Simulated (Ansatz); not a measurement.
# Photoemission of Si(111) with SiHCl2 on 25 % of the top atoms and H on the rest, part 3 of 3

What would XPS and angle-resolved spectra of Si(111) with SiHCl2 on 25 % of the top atoms and H on the rest look like?

Ansatz 0.2.0; DFT, PBE, plane-wave PAW, default files, scalar-relativistic.

So far. Step 2 (Bands by layer): The largest force component on a free atom is 0.020 eV/Å, so the atoms are at rest for these settings too.

## Step 3: Core holes

XPS shifts tell sites apart. Each chosen atom gets a core hole in a self-consistent pass of its own.

Contents of input.yaml:

```yaml
crystal:
  lattice:
    - [7.6791796437, 0.0, 0.0]
    - [3.8395898218, 6.6503646517, 0.0]
    - [0.0, 0.0, 25.3684769138]
  atoms:
    - { symbol: Cl, position: [0.1642085876, 0.1049428528, 0.7410188628] }
    - { symbol: Cl, position: [0.731583469, 0.1035516041, 0.7409277578] }
    - { symbol: H, position: [0.1221214548, 0.7573970512, 0.7242610956] }
    - { symbol: Si_h, position: [0.014533863, -0.0283682305, 0.707044663] }
    - { symbol: H, position: [0.50392942, -0.0073436413, 0.6705765708] }
    - { symbol: H, position: [-0.0015596216, 0.505233966, 0.6718084356] }
    - { symbol: H, position: [0.4964396872, 0.5050610972, 0.6718204501] }
    - { symbol: Si_h, position: [-0.0003007346, 0.0007114353, 0.6139225231] }
    - { symbol: Si, position: [0.5008716835, -0.0015903381, 0.6116716418] }
    - { symbol: Si, position: [0.0002689278, 0.5012816085, 0.6126309046] }
    - { symbol: Si, position: [0.4985049009, 0.501230431, 0.612642778] }
    - { symbol: Si, position: [0.8327462207, 0.3345487494, 0.5829492321] }
    - { symbol: Si, position: [0.3335825337, 0.3328655034, 0.5822268431] }
    - { symbol: Si, position: [0.8340931688, 0.8336587277, 0.5816287581] }
    - { symbol: Si, position: [0.332367195, 0.8336482383, 0.5816381105] }
    - { symbol: Si, position: [0.8336214554, 0.3327623932, 0.4894839796] }
    - { symbol: Si, position: [0.3333375768, 0.3333470904, 0.489084221] }
    - { symbol: Si, position: [0.834093504, 0.8335647328, 0.4886393795] }
    - { symbol: Si, position: [0.3323897435, 0.8335659894, 0.488652574] }
    - { symbol: Si_h, position: [0.16641982, 0.167025951, 0.4574617253] }
    - { symbol: Si, position: [0.666566743, 0.167036255, 0.4574589272] }
    - { symbol: Si, position: [0.1669785915, 0.666108766, 0.4572171981] }
    - { symbol: Si, position: [0.6668024633, 0.6664077207, 0.4576940857] }
    - { symbol: Si, position: [0.166666667, 0.166666667, 0.364379502] }
    - { symbol: Si, position: [0.666666667, 0.166666667, 0.364379502] }
    - { symbol: Si, position: [0.166666667, 0.666666667, 0.364379502] }
    - { symbol: Si, position: [0.666666667, 0.666666667, 0.364379502] }
    - { symbol: Si, position: [0.0, 0.0, 0.333484743] }
    - { symbol: Si, position: [0.5, 0.0, 0.333484743] }
    - { symbol: Si, position: [0.0, 0.5, 0.333484743] }
    - { symbol: Si, position: [0.5, 0.5, 0.333484743] }
    - { symbol: H, position: [0.0, 0.0, 0.275933002] }
    - { symbol: H, position: [0.5, 0.0, 0.275933002] }
    - { symbol: H, position: [0.0, 0.5, 0.275933002] }
    - { symbol: H, position: [0.5, 0.5, 0.275933002] }
kpoints:
  mp_grid: { grid: [3, 3, 1] }
scf:
  occupations: { method: fermi_dirac, width: 0.02 }
  n_extra_bands: 25
hamiltonian:
  xc: pbe
  pseudopotentials: { kind: paw }
output:
  forces: true
  write_potential: true
  volumetric_format: []
  core_levels:
    shells: { Si_h: "2p" }
    counted_from: conduction_bottom
    add_spin: false
efield:
  axis: 3
  dipole_correction: true
```

Launch:

```
> ansatz run input.yaml --threads 4 --pin off --max-ram 11264MiB --backend cpu --events-out ev --progress --plain --runs-dir out
```

Numbers of over 12 decimals in the logs are rounded to 6 here.

What it wrote:

```text
[...]
Crystal: 35 atoms, lattice volume = 1295.551 Å³
Basis set: ecut = 420 eV, 25279 PW (Γ), exchange–correlation on 108×108×360 points (8 copies of the dense FFT grid, shifted against one another)
Bands: 86, of which v1, the nominal top of the filled ones, is band 61 counted from 1 (60 counted from 0)
Symmetry: 1 space group operations
[...]
k-points: 5 of 9 (time reversal used)
[...]
SCF iter   1: F=—  HF=-18183.374015 eV  |F-HF|=—  |Δ(HF+E_count)|=         —  Δρ=1.88e-3  dr2=4.33e-1  ethr=1.77e-3  p=-0.229 e·Å  D=-3.20e-2 V/Å  ΔV_dip=0.81 eV  dr2_dipole=1.24e-2  V_vac-E_F(+/−)=4.53/3.71 eV  ⟨swp⟩=8.4  Hψ=2402  notcnv=0  defer=26
[...]
SCF iter   8: F=-18183.314498 eV  HF=-18183.314498 eV  |F-HF|=2.75e-9  |Δ(HF+E_count)|=   3.53e-8  Δρ=1.54e-6  dr2=4.81e-8  ethr=8.20e-11  p=-0.175 e·Å  D=-2.45e-2 V/Å  ΔV_dip=0.62 eV  dr2_dipole=4.31e-11  V_vac-E_F(+/−)=4.75/4.13 eV  ⟨swp⟩=27.0  Hψ=4631  notcnv=0
SCF 1 converged in 8 iterations: F = -18183.314498 eV  dr2 = 4.81e-8
[...]
── core hole 1/3: 2p of Si_h 3 ──
── 2p of Si_h 3: 102.131 eV over the cell without the hole, in 18 iterations ──
── core hole 2/3: 2p of Si_h 7 ──
── 2p of Si_h 7: 100.106 eV over the cell without the hole, in 14 iterations ──
── core hole 3/3: 2p of Si_h 19 ──
── 2p of Si_h 19: 99.929 eV over the cell without the hole, in 15 iterations ──
SCF converged after 8 iterations
Free energy (F): -18183.314498 eV
[...]
Internal energy: -18183.314498 eV  (E = F + TS)
E sigma→0 (E₀):  -18183.314498 eV
Fermi energy:    0.298946 eV
Dipole field:    D = -0.024487 V/Å  (p = -0.175322 e·Å, saw-weighted, corrected)
Work function:   Φ+ = 4.7503 eV   Φ− = 4.1291 eV
[...]
--- Forces (eV/Å), atoms counted from 1 ---
  atom   1  Cl      -0.01982419    -0.01432639    -0.01127673
  atom   2  Cl       0.01061483    -0.00778390    -0.00181834
  atom   3  H        0.00089394     0.00776077    -0.00301244
  atom   4  Si_h     0.00517101     0.01656862     0.01762228
  atom   5  H       -0.00262530     0.00059068    -0.00018794
  atom   6  H       -0.00006784    -0.00144956    -0.00274825
  atom   7  H        0.00017199    -0.00108217    -0.00243076
  atom   8  Si_h     0.00380859    -0.00582941    -0.00127651
  atom   9  Si      -0.00086004     0.00099518     0.00080059
  atom  10  Si       0.00164213     0.00101234     0.00326390
  atom  11  Si      -0.00058886     0.00276182     0.00149171
  atom  12  Si      -0.00017427     0.00212228     0.00498141
  atom  13  Si      -0.00005270     0.00061334    -0.00134967
  atom  14  Si      -0.00009961    -0.00097969    -0.00287595
  atom  15  Si       0.00003147    -0.00175730    -0.00105321
  atom  16  Si       0.00069194    -0.00191585    -0.00107076
  atom  17  Si      -0.00011347    -0.00080661     0.00091135
  atom  18  Si       0.00013008     0.00166206     0.00110649
  atom  19  Si       0.00074309     0.00146637    -0.00026463
  atom  20  Si_h     0.00062008     0.00017090    -0.00095091
  atom  21  Si      -0.00091397    -0.00067231    -0.00090447
  atom  22  Si      -0.00072295    -0.00040683     0.00026509
  atom  23  Si       0.00066747     0.00076782     0.00115237
  atom  24  Si      -0.01006442     0.01493080    -0.07076207
  atom  25  Si       0.01024736     0.01529166    -0.07131797
  atom  26  Si       0.00058429    -0.01253359    -0.11672532
  atom  27  Si       0.00011655    -0.01715505    -0.03297731
  atom  28  Si      -0.00001444    -0.00161122     0.85201967
  atom  29  Si      -0.00002225     0.00454606     0.86533225
  atom  30  Si       0.00774002    -0.00148984     0.84232079
  atom  31  Si      -0.00796943    -0.00150116     0.84192203
  atom  32  H        0.00001079    -0.00010465    -0.77685799
  atom  33  H        0.00003612    -0.00210833    -0.77604075
  atom  34  H       -0.00335587     0.00112867    -0.77854211
  atom  35  H        0.00354758     0.00112982    -0.77858610
  max |Σ_I F_I| component: 1.60e-4 eV/Å
--- Band table (eV; the first three rows and the last of 5) ---
  k-point 0: bands = [... 57 lower, -0.7101, -0.7093, -0.2649, -0.2636, 0.8672, 0.8694, 0.8750, 1.3565, ... 21 higher]
  k-point 1: bands = [... 57 lower, -1.3763, -1.3035, -1.2090, -0.6645, 1.0072, 1.6308, 1.6676, 1.6990, ... 21 higher]
  k-point 2: bands = [... 57 lower, -1.3745, -1.3032, -1.2067, -0.6632, 1.0109, 1.6206, 1.6763, 1.6895, ... 21 higher]
  k-point 4: bands = [... 57 lower, -2.1750, -1.4338, -1.3942, -1.3082, 2.0931, 2.1318, 2.1462, 2.3444, ... 21 higher]
--- Core levels from the conduction bottom, as differences alone (as output.core_levels.counted_from types it; a hole's nearest image at 7.7 Å) ---
  the holes have no spin, as output.core_levels.add_spin types it
  atom         alike  shell      binding/eV   shift/eV difference/eV images/eV   SCF
  Si_h 3           1     2p               –     +0.000       102.131         –    18
  Si_h 7           1     2p               –     -2.026       100.106         –    14
  Si_h 19          1     2p               –     -2.202        99.929         –    15
  the dataset of Si_h with a 2p hole: scattering error 0.000 eV (0.000 eV in the local channel); free atom: scalar-relativistic, large and small components
  the two lines of Si_h's 2p: 2p1/2 +0.408 eV and 2p3/2 -0.204 eV off its levels, 1 : 2 in strength
```

Run time: 2.5 min. Hardware: 4 threads of Arm Neoverse V1, shared host; peak memory 2.6 GiB; 9.8 min of CPU time.

Numbers from this step:

```
Fermi energy : 0.2989 eV
```

Each level is the free energy with the hole less that without it. The electron stays in the lowest empty state, so these are excitation energies, not binding energies. The hole's nearest image is 7.7 Å away, and the holes carry no spin, so absolute levels are rough.

| atom | region | shell | level (eV) | shift (eV) | j lines (eV) | doubts |
| --- | --- | --- | --- | --- | --- | --- |
| Si4 | adsorbate | 2p | 102.13 | +2.20 | 102.54 / 101.93 | - |
| Si8 | layer 1 | 2p | 100.11 | +0.18 | 100.51 / 99.90 | - |
| Si20 | middle | 2p | 99.93 | +0.00 | 100.34 / 99.72 | - |

Levels of p, d and f shells are means over their two j lines, weighted by degeneracy; the splitting comes from the atom's own solve. Shifts count from the last listed atom of each element. With the electron kept in the cell, its attraction to the hole differs by site and enters these shifts.

The Si 2p lines of the listed atoms alone (other atoms of the cell aren't counted), as Gaussians 0.8 eV wide, no depth weighting. Table of intensity by Si 2p level; read off at these points:

| Si 2p level (eV) | intensity (%) |
| --- | --- |
| 98.250 | 0.00403 |
| 98.500 | 0.0784 |
| 98.750 | 0.894 |
| 99.000 | 6.05 |
| 99.250 | 24.6 |
| 99.500 | 60.7 |
| 99.750 | 93.7 |
| 99.903 | 100.0 |
| 100.000 | 97.8 |
| 100.250 | 79.7 |
| 100.500 | 56.2 |
| 100.750 | 31.4 |
| 101.000 | 13.0 |
| 101.250 | 9.10 |
| 101.500 | 21.3 |
| 101.750 | 41.4 |
| 102.000 | 51.0 |
| 102.250 | 44.9 |
| 102.500 | 33.7 |
| 102.750 | 21.2 |
| 103.000 | 9.41 |
| 103.250 | 2.59 |
| 103.500 | 0.420 |
| 103.750 | 0.0400 |
| 104.000 | 0.00223 |

## Step 4: Outcome

```
ionisation potential                                            : 5.31 eV (upper face; lower face 4.69 eV)
electron affinity (Kohn–Sham)                                   : 4.18 eV (slab's lowest empty level against the upper vacuum)
Si core shifts among the listed atoms, from the last listed one : +0.00 to +2.20 eV
```

What this shows: The valence top of Si(111) with SiHCl2 on 25 % of the top atoms and H on the rest lies 5.31 eV (upper face; lower face 4.69 eV) below the vacuum and the lowest empty level 4.18 eV below the vacuum of the upper face. Only the strongest levels a point were stored, too few to count surface states. The upper face's value lies 0.62 eV above that of the hydrogen-covered lower face; the difference is the dipole step of the groups. Core shifts: Si +0.00 to +2.20 eV. Among the sites run, the most bound Si 2p level is that of Si4 (adsorbate), bonded to 2 Cl, 1 H and 1 Si; the least bound, 2.20 eV shallower, that of Si20 (middle), bonded to 4 Si. That is the order that electronegative neighbours give as a rule, though screening of the hole enters too. These are excitation energies with the electron kept in the cell, so its attraction to the hole, which differs by site, enters the order. At 21.2 eV the valence spectrum has its highest listed peaks within 10.8 eV at 3.1 eV (Cl 3p) and 5.2 eV (Cl 3p). At 1486.7 eV the valence spectrum has its highest listed peaks within 13 eV at 3.1 eV (Cl 3p), 5.2 eV (mixed, Cl 3p leading), 5.8 eV (Si 3s), 6.5 eV (Si 3s) and 9.1 eV (Si 3s). The shell named is the one with most of the intensity, cross sections included, not always the one with most states there. The Cl 3p share drops to 7 % at 40.8 eV: its radial node makes the dipole matrix element pass through a Cooper minimum near there. In the main run, from 1486.7 eV towards hard X-rays the Si 3s share grows by 16 points, as its cross section falls more slowly with photon energy than those of the shells it gains on. The spectra rest on a 3×3×1 mesh, so closely spaced maxima can be ripples of the mesh. The slab's own atoms span 7.1 Å, so bulk bands appear as a few quantum-well levels, and states of the two faces can mix. The affinity uses the Kohn–Sham gap, which is too small, so the true affinity is lower and the true ionisation potential usually higher.

[Logs are printed without paths, hosts, clocks, repeated set-up lines and the standing remarks that a program may print on its own settings, such as how far it seeks lower states.]

[Hosts, paths, dates, database ids (printed as entryN), source tags and the programs' standing remarks are cut or masked in the printed files.]

[Maps of the electrostatic potential energy from Ansatz leave out the sawtooth potential of an applied field or a dipole correction, so their vacuum need not be flat; work functions include it.]
